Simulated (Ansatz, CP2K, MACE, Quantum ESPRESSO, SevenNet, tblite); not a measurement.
# Random rutile alloy of IrO2 and SiO2 (96 atoms) under volume change, by several methods

How stiff is random rutile alloy of IrO2 and SiO2 (96 atoms) under an even change of volume, and do other programs and learned potentials give the same pressure and slope as plane waves?

The results are calculated values.

## Step 1: The cell

The cell holds 96 atoms (12 Si, 64 O and 20 Ir), with edges of 8.76, 8.76 and 11.88 Å. Recipe: rutile IrO2, 2 x 2 x 4 conventional cells, 12 of 32 Ir sites given to Si at random (x = 0.375), lattice by Vegard's rule (cell 4.378, 4.378, 2.971, 90, 90, 90); every coordinate displaced by a Gaussian of 0.07 Å Then the atoms were relaxed with MACE MP-0b3 medium in the fixed cell.

Bonds by pair of elements; cutoffs follow the first minimum of g(r), held within bounds set by covalent radii, and pairs that aren't listed don't count as bonded:

| pair A-B | cutoff (Å) | bonds | mean length (Å) | spread (Å) | shortest (Å) | B about A | A about B |
| --- | --- | --- | --- | --- | --- | --- | --- |
| O-Ir | 2.43 | 120 | 1.97 | 0.032 | 1.88 | 1.88 | 6 |
| O-Si | 2.16 | 72 | 1.81 | 0.043 | 1.73 | 1.12 | 6 |

## Step 2: The reference input

Quantum ESPRESSO 7.5: Kohn-Sham DFT, PBE, SSSP efficiency 1.3.0 pseudopotentials, plane waves. Its input, pw.in, for the unchanged cell:

```
&control
  calculation = 'scf'
  pseudo_dir = './pseudo'
  outdir = './tmp'
  disk_io = 'none'
  tprnfor = .true.
  tstress = .true.
/
&system
  ibrav = 0
  nat = 96
  ntyp = 3
  ecutwfc = 60
  ecutrho = 480
  nosym = .true.
  occupations = 'smearing'
  smearing = 'fd'
  degauss = 0.003675
/
&electrons
  conv_thr = 4.8e-07
  electron_maxstep = 100
  mixing_beta = 0.2
  mixing_mode = 'local-TF'
  diagonalization = 'david'
/
ATOMIC_SPECIES
Si 28.085 Si.upf
O 15.999 O.upf
Ir 192.217 Ir.upf
CELL_PARAMETERS angstrom
8.75680 0.00000 0.00000
0.00000 8.75680 0.00000
0.00000 0.00000 11.88240
ATOMIC_POSITIONS crystal
Si 0.00207 0.99138 0.99833
Si 0.24625 0.24492 0.12135
O 0.14873 0.13840 0.01445
O 0.34919 0.33530 0.01395
[... 90 atom lines left out ...]
O 0.59562 0.89589 0.88054
O 0.91220 0.60060 0.89329
K_POINTS gamma
```

```console
$ OMP_NUM_THREADS=1 mpirun -np 2 pw.x -in pw.in > output.txt
```

Elapsed: 7.6 min, on 2 MPI ranks of Intel Xeon Platinum 8488C (Sapphire Rapids), shared host; peak memory 3.4 GiB; 15 min of CPU time.

It converged with an r.m.s. force component of 0.23 eV/Å and a pressure of 10 GPa.

## Step 3: Levels of theory

Every level solves the same cells as single points. CPU time is summed over a level's finished runs, on a host shared with the other runs, so it is rough; the force column is the median over cells of the r.m.s. difference of force components from the reference.

| level | basis or training data | k-points | runs finished | CPU time | peak memory (GiB) | force difference (meV/Å) |
| --- | --- | --- | --- | --- | --- | --- |
| QE, PBE | plane waves, SSSP efficiency, 60/480 Ry | Γ | 3 of 3 | 46 min | 3.5 | reference |
| CP2K double zeta, PBE | DZVP-MOLOPT-SR, GTH, 600 Ry | Γ | 3 of 3 | 35 min | 5.0 | 69 |
| tblite GFN1-xTB | tight binding with its own dispersion term | Γ | 3 of 3 | 40 s | 0.13 | 389 |
| MACE MP-0b3 medium | trained on PBE(+U) plane-wave data | - | 3 of 3 | 26 s | 1.4 | 231 |
| SevenNet 0 | trained on PBE(+U) plane-wave data | - | 3 of 3 | 24 s | 1.2 | 359 |

The reference's own r.m.s. force component runs from 224 to 255 meV/Å over these cells. MACE MP-0b3 medium relaxed the atoms, so in the cells that it relaxed its forces are near zero and its entry mostly repeats the reference's forces.

## Step 4: Pressure against volume

The cell is scaled evenly with fractional positions held. The unchanged volume is 9.491 Å³ an atom. Pressures in GPa:

| level | -3 % | 0 | +3 % |
| --- | --- | --- | --- |
| QE, PBE | 21.26 | 10.46 | 1.32 |
| CP2K double zeta, PBE | 20.30 | 9.70 | 0.71 |
| tblite GFN1-xTB | 26.97 | 17.80 | 9.90 |
| MACE MP-0b3 medium | 22.67 | 11.74 | 2.55 |
| SevenNet 0 | 29.62 | 16.94 | 6.13 |

Energy less that of the unchanged cell at the same level, in meV an atom:

| level | -3 % | +3 % |
| --- | --- | --- |
| QE, PBE | 29.35 | -11.54 |
| CP2K double zeta, PBE | 26.23 | -9.03 |
| tblite GFN1-xTB | 39.57 | -24.44 |
| MACE MP-0b3 medium | 30.29 | -12.46 |
| SevenNet 0 | 41.10 | -20.23 |

## Step 5: Moduli

From the three volumes nearest the unchanged one: B from the slope of pressure against ln V and from the curvature of the energy, the pressure that the slope of the energy implies, and the volume change at which the printed pressure crosses zero (a dash if it doesn't within the range).

| level | B from pressures (GPa) | B from energies (GPa) | printed pressure (GPa) | pressure from energies (GPa) | zero pressure at (%) |
| --- | --- | --- | --- | --- | --- |
| QE, PBE | 332.4 | 334.1 | 10.46 | 11.50 | - |
| CP2K double zeta, PBE | 326.5 | 322.6 | 9.70 | 9.92 | - |
| tblite GFN1-xTB | 284.5 | 283.9 | 17.80 | 18.01 | - |
| MACE MP-0b3 medium | 335.4 | 334.4 | 11.74 | 12.03 | - |
| SevenNet 0 | 391.5 | 391.5 | 16.94 | 17.26 | - |

As a check by hand on the reference: from -3 to +3 % the pressure falls by 19.94 GPa while ln V grows by 0.0600, a ratio of 332.3 GPa.

## Step 6: Outcome

The plane-wave reference (PBE) gives a bulk modulus of 332.4 GPa from its pressures, at a volume where its pressure is 10.46 GPa, and the pressure stays positive over the whole range. Other programs at PBE: CP2K double zeta, PBE 326.5 GPa (-2 %); its pressure lies -0.75 GPa from the reference's. Learned potentials: MACE MP-0b3 medium 335.4 GPa (+1 %) and SevenNet 0 391.5 GPa (+18 %); their pressures lie +1.28 to +6.49 GPa from the reference's.

Tight binding: tblite GFN1-xTB 284.5 GPa (-14 %); its pressure lies +7.34 GPa from the reference's. The moduli are read at one volume but at unlike pressures, and a cell under tension is as a rule softer than one under compression. Moduli from the energies run from 284 to 392 GPa, within 10 % of those from pressures.

**Limits.** Atoms are held in fractional coordinates, so these moduli are upper bounds to relaxed ones. Three points at finite strain give rough moduli, at the given volume rather than at zero pressure. Pressures at a fixed plane-wave cutoff or in a small atom-centred basis hold some basis error. The reference has no spin polarisation, so moments on Ir can't form in it, and no Hubbard term. The reference samples only Γ, in a cell whose shortest periodic width is 9 Å. Spin–orbit coupling is left out, which matters for the levels of the heavy elements. The reference isn't exact: its cutoffs and mesh weren't converged further here. The learned potentials mimic data converged in k, so the sampling error of the reference's coarse mesh counts against them here, while programs on the same mesh share it. Where levels are smeared, the DFT runs use Fermi–Dirac occupations at 580 K (0.05 eV), and energies are free energies.

[Long decimals in the printed logs are rounded to 6 places.]

[Logs are printed without paths, hosts, clocks, repeated set-up lines and the standing remarks that a program may print on its own settings, such as how far it seeks lower states.]

[Hosts, paths, dates, database ids (printed as entryN), source tags and the programs' standing remarks are cut or masked in the printed files.]
